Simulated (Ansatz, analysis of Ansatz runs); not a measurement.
# Na5InO4 (Pmmn), nudged elastic band: V_Na hop (2.9 Å) (q = −1), part 2 of 3

Wanted: path and barrier of a jump of Na in Na5InO4 (Pmmn) at charge −1. The case: V_Na hop (2.9 Å), in a cell of 40 host atoms with 1 Na taken out.

Ansatz 0.2.0; plane-wave PAW DFT, r2SCAN; nudged elastic band between two relaxed defect structures at fixed charge in a uniform background.

So far: The starting structure; Relaxation of the start point, charge −1.

**3. Relaxation of the end point, charge −1**

Level of this step: plane-wave PAW DFT, r2SCAN; relaxation of all atoms of a defect supercell at fixed charge in a uniform background (Ansatz).

The end point is relaxed in the same cell and settings, so that the two energies compare.

qm1.end/input.yaml

```yaml
crystal:
  lattice:
    - [0.0, 7.57193307, 5.45251831]
    - [7.36502645, 0.0, 5.45251831]
    - [7.36502645, 7.57193307, 0.0]
  atoms:
    - { symbol: Na, position: [0.10523025, 0.15050556, 0.58941216] }
    - { symbol: Na, position: [0.60523025, 0.65050555, 0.08941216] }
[... 5 atom lines left out ...]
    - { symbol: Na, position: [0.34514797, 0.91058784, 0.34949444] }
[... 1 atom line left out ...]
    - { symbol: Na, position: [0.41058784, 0.84514797, 0.89476975] }
[... 3 atom lines left out ...]
    - { symbol: Na, position: [0.34949444, 0.39476975, 0.84514797] }
    - { symbol: Na, position: [0.84949444, 0.89476975, 0.34514797] }
[... 3 atom lines left out ...]
    - { symbol: Na, position: [0.348221, 0.848221, 0.651779] }
[... 1 atom line left out ...]
    - { symbol: In, position: [0.6102807, 0.6102807, 0.3897193] }
[... 3 atom lines left out ...]
    - { symbol: O, position: [0.62535374, 0.39189946, 0.60810054] }
[... 2 atom lines left out ...]
    - { symbol: O, position: [0.3298546, 0.09178746, 0.6701454] }
[... 2 atom lines left out ...]
    - { symbol: O, position: [0.59178746, 0.8298546, 0.40821254] }
[... 1 atom line left out ...]
    - { symbol: O, position: [0.90821254, 0.6701454, 0.59178746] }
[... 2 atom lines left out ...]
    - { symbol: O, position: [0.37464626, 0.60810054, 0.89189946] }
[... 1 atom line left out ...]
    - { symbol: O, position: [0.10810054, 0.87464626, 0.62535374] }
    - { symbol: O, position: [0.60810054, 0.37464626, 0.12535374] }
total_charge: -1
basis:
  ecutwfc: 500
  xc_grid: 2
hamiltonian:
  xc: r2scan
kpoints:
  mp_grid: { grid: [1, 1, 1] }
scf:
  occupations: { method: fixed }
  max_iter: 100
output:
  forces: true
relax:
  f_tol: 0.02
  max_steps: 70
  random_displacement: { amplitude: 0.03, seed: 2950 }
```

Run with:

```
ansatz run input.yaml --threads 4 --pin off --max-ram 7536MiB --backend cpu --events-out ev --progress --plain --runs-dir out
```

Numbers of over 12 decimals in the logs are rounded to 6 here.

The log of the run:

```text
[...]
Crystal: 39 atoms, lattice volume = 608.146 Å³
Basis set: ecut = 500 eV, 15439 PW (Γ), exchange–correlation on 144×144×160 points (8 copies of the dense FFT grid, shifted against one another)
Bands: 199, of which v1, the nominal top of the filled ones, is band 160 counted from 1 (159 counted from 0)
Symmetry: 1 space group operations
k-points: 1
[...]
SCF iter   1: F=—  HF=-59840.757764 eV  |F-HF|=—  |Δ(HF+E_count)|=         —  Δρ=6.41e-3  dr2=3.70e-1  dr2_τ=7.61e-1  ethr=1.77e-3  ⟨swp⟩=5.0  Hψ=549  notcnv=0  defer=35
[...]
SCF iter   8: F=-59841.280890 eV  HF=-59841.280890 eV  |F-HF|=3.06e-7  |Δ(HF+E_count)|=   9.27e-7  Δρ=1.78e-5  dr2=1.99e-6  dr2_τ=2.09e-7  ethr=3.12e-9  ⟨swp⟩=4.0  Hψ=492  notcnv=0
SCF 1 converged in 8 iterations: F = -59841.280890 eV  dr2 = 1.99e-6
[...]
- { symbol: Na, position: [0.590813, 0.147193, 0.603355] }
    - { symbol: Na, position: [0.150137, 0.105237, 0.154086] }
    - { symbol: Na, position: [0.365114, 0.837070, 0.651404] }
    - { symbol: In, position: [0.107317, 0.117329, 0.889667] }
    - { symbol: In, position: [0.611861, 0.608184, 0.397264] }
    - { symbol: In, position: [0.383292, 0.390334, 0.114895] }
    - { symbol: In, position: [0.896520, 0.891155, 0.608917] }
    - { symbol: O, position: [0.118332, 0.893581, 0.109859] }
    - { symbol: O, position: [0.626408, 0.376912, 0.605146] }
    - { symbol: O, position: [0.395896, 0.622305, 0.375995] }
    - { symbol: O, position: [0.892453, 0.133751, 0.867772] }
    - { symbol: O, position: [0.327686, 0.089201, 0.672942] }
    - { symbol: O, position: [0.828759, 0.590915, 0.172330] }
    - { symbol: O, position: [0.111014, 0.326210, 0.909599] }
    - { symbol: O, position: [0.588316, 0.843386, 0.390492] }
[...]
- { symbol: O, position: [0.354624, 0.609353, 0.908736] }
    - { symbol: O, position: [0.874513, 0.105982, 0.392053] }
    - { symbol: O, position: [0.112190, 0.875456, 0.628448] }
    - { symbol: O, position: [0.607249, 0.380642, 0.120020] }
[key lines of the parts left out:]
SCF converged after 3 iterations
Free energy (F): -59842.167673 eV
Fermi energy:    3.173643 eV
```

Wall time 39 s (4 threads of Arm Neoverse V2, shared host); peak memory 1 GiB; 2.5 min of CPU time.

The steps of the relaxation:

| step | energy less that of the first step (eV) | largest force component (eV/Å) |
| --- | --- | --- |
| 1 | 0.0000 | 1.5088 |
| 2 | -0.7213 | 0.3390 |
| 3 | -0.8225 | 0.1675 |
| 4 | -0.8713 | 0.0752 |
| 5 | -0.8854 | 0.0186 |
| 6 | -0.8854 | 0.0179 |
| 7 | -0.8863 | 0.0370 |
| 8 | -0.8868 | 0.0030 |
| 9 | -0.8868 | 0.0027 |

The atoms that moved most (Å, from the sites as typed, ahead of the random displacement, the mean shift of all atoms taken out):

| atom | dx | dy | dz | length |
| --- | --- | --- | --- | --- |
| Na9 | -0.077 | -0.648 | -0.139 | 0.667 |
| Na15 | -0.013 | 0.127 | -0.262 | 0.291 |
| O33 | -0.035 | 0.108 | 0.174 | 0.208 |
| Na14 | 0.016 | 0.064 | 0.165 | 0.178 |
| O30 | -0.011 | 0.155 | 0.084 | 0.177 |
| O36 | 0.138 | -0.025 | -0.104 | 0.175 |
| O31 | -0.026 | -0.161 | 0.054 | 0.172 |
| Na19 | -0.080 | 0.124 | 0.030 | 0.151 |

Neighbours of Na19 at the end:

| atom | distance (Å) |
| --- | --- |
| O31 | 2.272 |
| O36 | 2.286 |
| O28 | 2.334 |
| O38 | 2.397 |
| Na10 | 2.873 |
| Na8 | 2.962 |
| Na1 | 3.015 |
| Na14 | 3.277 |

This step gave:

| Property | Result |
| --- | --- |
| free energy | -59842.1677 eV |
| largest move from the ideal geometry of this structure, a common shift of the far atoms taken out | 0.6468 Å |

The relaxation gained 0.887 eV and ended with a largest force component of 0.0027 eV/Å. The end lies 0.426 eV below the start.

**4. Nudged elastic band, charge −1**

3 movable images are laid between the ends on straight lines. Each image feels the true force across the path and a spring force along it. The highest image is set to climb to the top of the path.

This step: plane-wave PAW DFT, r2SCAN; nudged elastic band between two relaxed defect structures at fixed charge in a uniform background.

qm1.neb/input.yaml

```yaml
crystal:
  lattice:
    - [0.0, 7.57193307, 5.45251831]
    - [7.36502645, 0.0, 5.45251831]
    - [7.36502645, 7.57193307, 0.0]
  atoms:
    - { symbol: Na, position: [0.13669571, 0.12216623, 0.59214043] }
    - { symbol: Na, position: [0.59470564, 0.65725266, 0.08606372] }
    - { symbol: Na, position: [0.15402582, 0.59284251, 0.65240333] }
    - { symbol: Na, position: [0.66220729, 0.08882731, 0.14467635] }
    - { symbol: Na, position: [0.15096297, 0.65013582, 0.34914344] }
    - { symbol: Na, position: [0.65090684, 0.15010212, 0.84919291] }
    - { symbol: Na, position: [0.84916755, 0.34837258, 0.15092576] }
    - { symbol: Na, position: [0.35171602, 0.90714808, 0.37723325] }
    - { symbol: Na, position: [0.83871735, 0.41321473, 0.8420832] }
    - { symbol: Na, position: [0.40796295, 0.85091143, 0.86332627] }
    - { symbol: Na, position: [0.9140331, 0.33793914, 0.40534365] }
    - { symbol: Na, position: [0.39640121, 0.35465332, 0.41044197] }
    - { symbol: Na, position: [0.9000624, 0.84686373, 0.90647597] }
    - { symbol: Na, position: [0.34768488, 0.39934852, 0.84593282] }
    - { symbol: Na, position: [0.85551205, 0.89559191, 0.33786442] }
    - { symbol: Na, position: [0.09367965, 0.65326825, 0.10004105] }
    - { symbol: Na, position: [0.58963825, 0.1613987, 0.60369383] }
    - { symbol: Na, position: [0.15808556, 0.09396016, 0.16132258] }
    - { symbol: Na, position: [0.62299605, 0.63592055, 0.64837801] }
    - { symbol: In, position: [0.11067142, 0.11525455, 0.8894308] }
    - { symbol: In, position: [0.61606347, 0.60985655, 0.38404961] }
    - { symbol: In, position: [0.38994049, 0.37912011, 0.12015687] }
    - { symbol: In, position: [0.87994951, 0.88913062, 0.61016894] }
    - { symbol: O, position: [0.12826419, 0.89072452, 0.10448531] }
    - { symbol: O, position: [0.62418028, 0.39476498, 0.60856798] }
    - { symbol: O, position: [0.39154079, 0.62741725, 0.37593582] }
    - { symbol: O, position: [0.89557218, 0.12336022, 0.87190227] }
    - { symbol: O, position: [0.33261423, 0.11138423, 0.66745303] }
    - { symbol: O, position: [0.83446166, 0.58940412, 0.16566499] }
    - { symbol: O, position: [0.09023347, 0.33363858, 0.90988354] }
    - { symbol: O, position: [0.61221988, 0.83180478, 0.38793567] }
    - { symbol: O, position: [0.41192898, 0.15769225, 0.10242248] }
    - { symbol: O, position: [0.89777817, 0.67190444, 0.58819516] }
    - { symbol: O, position: [0.17272599, 0.39693454, 0.34153742] }
    - { symbol: O, position: [0.65852557, 0.91110262, 0.82736059] }
    - { symbol: O, position: [0.3717468, 0.59198648, 0.9072846] }
    - { symbol: O, position: [0.87383536, 0.11070006, 0.38857094] }
    - { symbol: O, position: [0.09279099, 0.87090231, 0.62842241] }
    - { symbol: O, position: [0.61151638, 0.37302263, 0.12628422] }
total_charge: -1
basis:
  ecutwfc: 500
  xc_grid: 2
hamiltonian:
  xc: r2scan
kpoints:
  mp_grid: { grid: [1, 1, 1] }
scf:
  occupations: { method: fixed }
  max_iter: 100
output:
  forces: true
neb:
  images: 3
  f_tol: 0.05
  climbing: true
  initial_path: linear
  max_iterations: 45
  order_check: false
  final_atoms:
    - { symbol: Na, position: [0.11371957, 0.14322387, 0.5943408] }
    - { symbol: Na, position: [0.61198777, 0.64610732, 0.09476984] }
[... 5 atom lines left out ...]
    - { symbol: Na, position: [0.34928989, 0.9056695, 0.35341142] }
[... 1 atom line left out ...]
    - { symbol: Na, position: [0.4092268, 0.84026422, 0.90005181] }
[... 3 atom lines left out ...]
    - { symbol: Na, position: [0.37000208, 0.4032531, 0.83828429] }
    - { symbol: Na, position: [0.8369146, 0.85800428, 0.37960091] }
[... 3 atom lines left out ...]
    - { symbol: Na, position: [0.36683121, 0.83385325, 0.65472381] }
[... 1 atom line left out ...]
    - { symbol: In, position: [0.61357838, 0.6049671, 0.40058464] }
[... 3 atom lines left out ...]
    - { symbol: O, position: [0.62812493, 0.37369455, 0.60846577] }
[... 2 atom lines left out ...]
    - { symbol: O, position: [0.32940287, 0.08598372, 0.67626244] }
[... 2 atom lines left out ...]
    - { symbol: O, position: [0.59003329, 0.84016882, 0.39381189] }
[... 1 atom line left out ...]
    - { symbol: O, position: [0.9359648, 0.67305944, 0.58346302] }
[... 2 atom lines left out ...]
    - { symbol: O, position: [0.35634047, 0.6061365, 0.91205638] }
[... 1 atom line left out ...]
    - { symbol: O, position: [0.11390665, 0.872239, 0.63176814] }
    - { symbol: O, position: [0.60896627, 0.37742461, 0.12333988] }
```

The log of the run:

```text
[...]
Warning: neb: disabling space-group detection — the band's intermediate images generally break the endpoint symmetry, so no spatial operation reduces the k-mesh or symmetrises the density, except that a semilocal band can use its path's symmetry ahead of [...]
[...]
parallel-image band execution: 3 concurrent image workers
NEB image 0
Crystal: 39 atoms, lattice volume = 608.146 Å³
Basis set: ecut = 500 eV, 15439 PW (Γ), exchange–correlation on 144×144×160 points (8 copies of the dense FFT grid, shifted against one another)
Bands: 199, of which v1, the nominal top of the filled ones, is band 160 counted from 1 (159 counted from 0)
Symmetry: 1 space group operations
k-points: 1
[...]
SCF iter   1: F=-59841.633115 eV  HF=-59841.184993 eV  |F-HF|=4.48e-1  |Δ(HF+E_count)|=         —  Δρ=5.91e-3  dr2=2.73e-1  dr2_τ=7.70e-1  ethr=1.77e-3  ⟨swp⟩=5.0  Hψ=566  notcnv=0  defer=35
[...]
SCF iter  10: F=-59841.741746 eV  HF=-59841.741746 eV  |F-HF|=6.55e-10  |Δ(HF+E_count)|=   4.15e-9  Δρ=1.24e-6  dr2=9.46e-9  dr2_τ=9.61e-10  ethr=3.13e-11  ⟨swp⟩=4.0  Hψ=506  notcnv=0
SCF 1 converged in 10 iterations: F = -59841.741746 eV  dr2 = 9.46e-9
[...]
NSCF: frozen V_eff on 1 k-points
NEB image 4
SCF iter   1: F=-59842.056582 eV  HF=-59841.615204 eV  |F-HF|=4.41e-1  |Δ(HF+E_count)|=         —  Δρ=5.95e-3  dr2=2.75e-1  dr2_τ=7.64e-1  ethr=1.77e-3  ⟨swp⟩=5.0  Hψ=566  notcnv=0  defer=35
[...]
SCF iter  10: F=-59842.167679 eV  HF=-59842.167679 eV  |F-HF|=1.24e-8  |Δ(HF+E_count)|=   3.53e-8  Δρ=1.95e-6  dr2=2.11e-8  dr2_τ=2.68e-9  ethr=3.13e-11  ⟨swp⟩=3.0  Hψ=523  notcnv=0
SCF 2 converged in 10 iterations: F = -59842.167679 eV  dr2 = 2.11e-8
[...]
NEB end point (image 0): max|allowed force component| = 3.148e-3 eV/Å (the criterion of neb.relax_end_points is 1.000e-2)
NEB end point (image 4): max|allowed force component| = 2.641e-3 eV/Å (the criterion of neb.relax_end_points is 1.000e-2)
NEB image 1
SCF iter   1: F=-59841.313535 eV  HF=-59840.866322 eV  |F-HF|=4.47e-1  |Δ(HF+E_count)|=         —  Δρ=5.93e-3  dr2=2.76e-1  dr2_τ=7.76e-1  ethr=1.77e-3  ⟨swp⟩=5.0  Hψ=566  notcnv=0  defer=35
[...]
SCF iter  10: F=-59841.423335 eV  HF=-59841.423335 eV  |F-HF|=1.52e-8  |Δ(HF+E_count)|=   3.48e-8  Δρ=2.10e-6  dr2=2.45e-8  dr2_τ=3.13e-9  ethr=3.13e-11  ⟨swp⟩=4.0  Hψ=559  notcnv=0
SCF 3 converged in 10 iterations: F = -59841.423335 eV  dr2 = 2.45e-8
NEB image 2
SCF iter   1: F=-59841.100174 eV  HF=-59840.653915 eV  |F-HF|=4.46e-1  |Δ(HF+E_count)|=         —  Δρ=5.96e-3  dr2=2.77e-1  dr2_τ=7.79e-1  ethr=1.77e-3  ⟨swp⟩=5.0  Hψ=561  notcnv=0  defer=35
[...]
SCF iter  10: F=-59841.211874 eV  HF=-59841.211874 eV  |F-HF|=2.86e-8  |Δ(HF+E_count)|=   4.94e-8  Δρ=2.74e-6  dr2=4.11e-8  dr2_τ=5.21e-9  ethr=3.13e-11  ⟨swp⟩=4.0  Hψ=524  notcnv=0
SCF 4 converged in 10 iterations: F = -59841.211874 eV  dr2 = 4.11e-8
NEB image 3
SCF iter   1: F=-59841.611838 eV  HF=-59841.165380 eV  |F-HF|=4.46e-1  |Δ(HF+E_count)|=         —  Δρ=5.93e-3  dr2=2.72e-1  dr2_τ=7.72e-1  ethr=1.77e-3  ⟨swp⟩=5.0  Hψ=566  notcnv=0  defer=35
[...]
SCF iter  10: F=-59841.721236 eV  HF=-59841.721236 eV  |F-HF|=1.28e-8  |Δ(HF+E_count)|=   3.61e-8  Δρ=1.98e-6  dr2=2.16e-8  dr2_τ=2.76e-9  ethr=3.13e-11  ⟨swp⟩=3.0  Hψ=523  notcnv=0
SCF 5 converged in 10 iterations: F = -59841.721236 eV  dr2 = 2.16e-8
NEB iter   1: max|band force component| = 1.119e0 eV/Å  barrier→ = 0.5299 eV  barrier← = 0.9558 eV  Δτ_max = 0.0727 Å  (50 SCF iters)
NEB image 1
[...]
SCF iter   9: F=-59841.526340 eV  HF=-59841.526340 eV  |F-HF|=3.45e-9  |Δ(HF+E_count)|=   7.48e-9  Δρ=1.92e-6  dr2=2.06e-8  dr2_τ=3.05e-9  ethr=3.13e-11  ⟨swp⟩=4.0  Hψ=548  notcnv=0
SCF 6 converged in 9 iterations: F = -59841.526340 eV  dr2 = 2.06e-8
NEB image 2
[...]
SCF iter   9: F=-59841.414057 eV  HF=-59841.414057 eV  |F-HF|=5.12e-9  |Δ(HF+E_count)|=   2.04e-8  Δρ=2.18e-6  dr2=2.65e-8  dr2_τ=4.03e-9  ethr=3.13e-11  ⟨swp⟩=2.0  Hψ=611  notcnv=0
SCF 7 converged in 9 iterations: F = -59841.414057 eV  dr2 = 2.65e-8
NEB image 3
[...]
SCF iter   9: F=-59841.837244 eV  HF=-59841.837244 eV  |F-HF|=7.71e-10  |Δ(HF+E_count)|=   1.39e-8  Δρ=1.86e-6  dr2=1.94e-8  dr2_τ=2.76e-9  ethr=3.13e-11  ⟨swp⟩=2.0  Hψ=583  notcnv=0
SCF 8 converged in 9 iterations: F = -59841.837244 eV  dr2 = 1.94e-8
NEB iter   2: max|band force component| = 6.755e-1 eV/Å  barrier→ = 0.3277 eV  barrier← = 0.7536 eV  Δτ_max = 0.1489 Å  (27 SCF iters)
NEB image 1
[...]
SCF iter   9: F=-59841.595930 eV  HF=-59841.595930 eV  |F-HF|=1.37e-8  |Δ(HF+E_count)|=   3.23e-9  Δρ=2.77e-6  dr2=4.21e-8  dr2_τ=6.21e-9  ethr=3.13e-11  ⟨swp⟩=2.0  Hψ=604  notcnv=0
SCF 9 converged in 9 iterations: F = -59841.595930 eV  dr2 = 4.21e-8
NEB image 2
[...]
SCF iter   9: F=-59841.536082 eV  HF=-59841.536082 eV  |F-HF|=4.07e-9  |Δ(HF+E_count)|=   1.82e-8  Δρ=3.10e-6  dr2=5.24e-8  dr2_τ=7.77e-9  ethr=3.13e-11  ⟨swp⟩=2.0  Hψ=610  notcnv=0
SCF 10 converged in 9 iterations: F = -59841.536082 eV  dr2 = 5.24e-8
NEB image 3
[...]
SCF iter   9: F=-59841.921731 eV  HF=-59841.921731 eV  |F-HF|=5.26e-9  |Δ(HF+E_count)|=   3.78e-8  Δρ=2.42e-6  dr2=3.13e-8  dr2_τ=4.86e-9  ethr=3.13e-11  ⟨swp⟩=2.0  Hψ=611  notcnv=0
SCF 11 converged in 9 iterations: F = -59841.921731 eV  dr2 = 3.13e-8
NEB iter   3: max|band force component| = 2.892e-1 eV/Å  barrier→ = 0.2057 eV  barrier← = 0.6316 eV  CI = image 2  Δτ_max = 0.1965 Å  (27 SCF iters)
[...]
NEB iter   4: max|band force component| = 1.589e-1 eV/Å  barrier→ = 0.2128 eV  barrier← = 0.6388 eV  CI = image 2  Δτ_max = 0.1041 Å  (25 SCF iters)
[...]
NEB iter   5: max|band force component| = 6.326e-2 eV/Å  barrier→ = 0.2036 eV  barrier← = 0.6295 eV  CI = image 2  Δτ_max = 0.0680 Å  (23 SCF iters)
[...]
NEB iter   6: max|band force component| = 3.939e-2 eV/Å  barrier→ = 0.2000 eV  barrier← = 0.6260 eV  CI = image 2  Δτ_max = 0.0163 Å  (23 SCF iters)
NEB image 2
[...]
SCF iter   7: F=-59841.543152 eV  HF=-59841.543152 eV  |F-HF|=2.19e-9  |Δ(HF+E_count)|=   2.16e-7  Δρ=2.28e-6  dr2=2.76e-8  dr2_τ=3.64e-9  ethr=3.13e-11  ⟨swp⟩=2.0  Hψ=611  notcnv=0
SCF 21 converged in 7 iterations: F = -59841.543152 eV  dr2 = 2.76e-8
NEB image 1
[...]
NEB image 3
[...]
NEB image 2
[...]
the band table was solved once a step of the walk had ended and its energy, with any forces and stress, was formed, with the checks that follow a solve (872 applications of the Hamiltonian). They found nothing against the state; [...]
NEB iter   7: max|band force component| = 3.425e-2 eV/Å  barrier→ = 0.1986 eV  barrier← = 0.6245 eV  CI = image 2  Δτ_max = 0.0000 Å  (7 SCF iters)
NEB image 2
[...]
SCF iter   2: F=-59841.543152 eV  HF=-59841.543152 eV  |F-HF|=2.50e-9  |Δ(HF+E_count)|=   7.14e-9  Δρ=1.23e-6  dr2=8.61e-9  dr2_τ=1.10e-9  ethr=8.60e-12  ⟨swp⟩=3.0  Hψ=504  notcnv=0
SCF 22 converged in 2 iterations: F = -59841.543152 eV  dr2 = 8.61e-9
[...]
SCF converged after 2 iterations
Free energy (F): -59841.543152 eV
[...]
Internal energy: -59841.543152 eV  (E = F + TS)
E sigma→0 (E₀):  -59841.543152 eV
Fermi energy:    3.179818 eV
[...]
--- Forces (eV/Å), atoms counted from 1 ---
  atom   1  Na     0.00523503    -0.00189669    -0.00226204
  atom   2  Na     0.00101187    -0.00442624    -0.00065504
  [... 5 atoms left out ...]
  atom   8  Na    -0.00375614    -0.00166392     0.00076445
  [... 1 atom left out ...]
  atom  10  Na    -0.00069024     0.00316004    -0.00048720
  [... 3 atoms left out ...]
  atom  14  Na     0.00362743     0.00568037    -0.00281276
  atom  15  Na    -0.00332245     0.00611512     0.00328412
  [... 3 atoms left out ...]
  atom  19  Na     0.00190760    -0.00277045    -0.02270486
  [... 1 atom left out ...]
  atom  21  In    -0.01989166     0.00437366     0.00528567
  [... 3 atoms left out ...]
  atom  25  O      0.00465295    -0.01143603    -0.00506620
  [... 5 atoms left out ...]
  atom  31  O      0.00992012     0.00249807     0.01313564
  [... 1 atom left out ...]
  atom  33  O      0.00508337    -0.00182020     0.00473930
  [... 2 atoms left out ...]
  atom  36  O     -0.01460054    -0.00495211     0.01612600
  [... 3 atoms left out ...]
  max |Σ_I F_I| component: 9.52e-4 eV/Å
--- Band table (eV) ---
[...]
this run last wrote the band of iteration 7 to <dir>; this run last wrote the band within `neb.f_tol` of iteration 6 to <dir>
--- NEB band (5 images, 7 band iterations, 182 SCF iterations) ---
  forward barrier  = 0.198595 eV
  backward barrier = 0.624528 eV
  climbing image's point = of an order that was not read
  energies are F+E_penalty+E_count in eV, relative to image 0
  image     s (Å)  Δ vs image 0  max|band force component| (eV/Å)
      0    0.0000      0.000000                                 —
      1    0.6501      0.094044                          2.666e-2
  *   2    1.2922      0.198595                          2.325e-2
      3    2.1974     -0.121233                          3.425e-2
      4    3.0981     -0.425933                                 —
  climbing-image geometry (image 2):
  cell:  # Å, volume = 608.1465 Å³
    - [0.0, 7.57193307, 5.45251831]
    - [7.36502645, 0.0, 5.45251831]
    - [7.36502645, 7.57193307, 0.0]
  atoms:
    - { symbol: Na, position: [0.140103, 0.115173, 0.592822] }
    - { symbol: Na, position: [0.605138, 0.648115, 0.091875] }
    - { symbol: Na, position: [0.149305, 0.586200, 0.658733] }
    - { symbol: Na, position: [0.664083, 0.094391, 0.139148] }
    - { symbol: Na, position: [0.148671, 0.645944, 0.355633] }
    - { symbol: Na, position: [0.650907, 0.148003, 0.848259] }
    - { symbol: Na, position: [0.852871, 0.348885, 0.144387] }
    - { symbol: Na, position: [0.350058, 0.905430, 0.366613] }
    - { symbol: Na, position: [0.810773, 0.421077, 0.824768] }
    - { symbol: Na, position: [0.396565, 0.847523, 0.905807] }
    - { symbol: Na, position: [0.912249, 0.335801, 0.407364] }
    - { symbol: Na, position: [0.398309, 0.346037, 0.417018] }
    - { symbol: Na, position: [0.901597, 0.845697, 0.906165] }
    - { symbol: Na, position: [0.359820, 0.404573, 0.842967] }
    - { symbol: Na, position: [0.856006, 0.887360, 0.338930] }
    - { symbol: Na, position: [0.084627, 0.656779, 0.106400] }
    - { symbol: Na, position: [0.589394, 0.154607, 0.606480] }
    - { symbol: Na, position: [0.153848, 0.102821, 0.157419] }
    - { symbol: Na, position: [0.546523, 0.753203, 0.644557] }
    - { symbol: In, position: [0.111909, 0.116628, 0.887090] }
    - { symbol: In, position: [0.614159, 0.605599, 0.392776] }
    - { symbol: In, position: [0.385340, 0.380223, 0.125232] }
    - { symbol: In, position: [0.882051, 0.889806, 0.609142] }
    - { symbol: O, position: [0.122963, 0.893542, 0.109062] }
    - { symbol: O, position: [0.623101, 0.383884, 0.609816] }
    - { symbol: O, position: [0.391568, 0.620956, 0.380168] }
    - { symbol: O, position: [0.898517, 0.125214, 0.867279] }
    - { symbol: O, position: [0.336993, 0.088793, 0.675560] }
    - { symbol: O, position: [0.830945, 0.588562, 0.169619] }
    - { symbol: O, position: [0.104143, 0.328510, 0.909513] }
    - { symbol: O, position: [0.606521, 0.840002, 0.379284] }
    - { symbol: O, position: [0.411653, 0.164227, 0.097427] }
    - { symbol: O, position: [0.892616, 0.679266, 0.583805] }
    - { symbol: O, position: [0.170397, 0.391112, 0.350571] }
    - { symbol: O, position: [0.662687, 0.905207, 0.832093] }
    - { symbol: O, position: [0.359886, 0.599869, 0.920068] }
    - { symbol: O, position: [0.869582, 0.109970, 0.389942] }
    - { symbol: O, position: [0.096705, 0.867042, 0.626926] }
    - { symbol: O, position: [0.611475, 0.372754, 0.124884] }
```

Elapsed: 3.4 min, on 4 threads; peak memory 2.5 GiB; 10 min of CPU time.

(Continued in part 3 of 3.)

[Logs are printed without paths, hosts, clocks, repeated set-up lines and the standing remarks that a program may print on its own settings, such as how far it seeks lower states.]

[Hosts, paths, dates, database ids (printed as entryN), source tags and the programs' standing remarks are cut or masked in the printed files.]
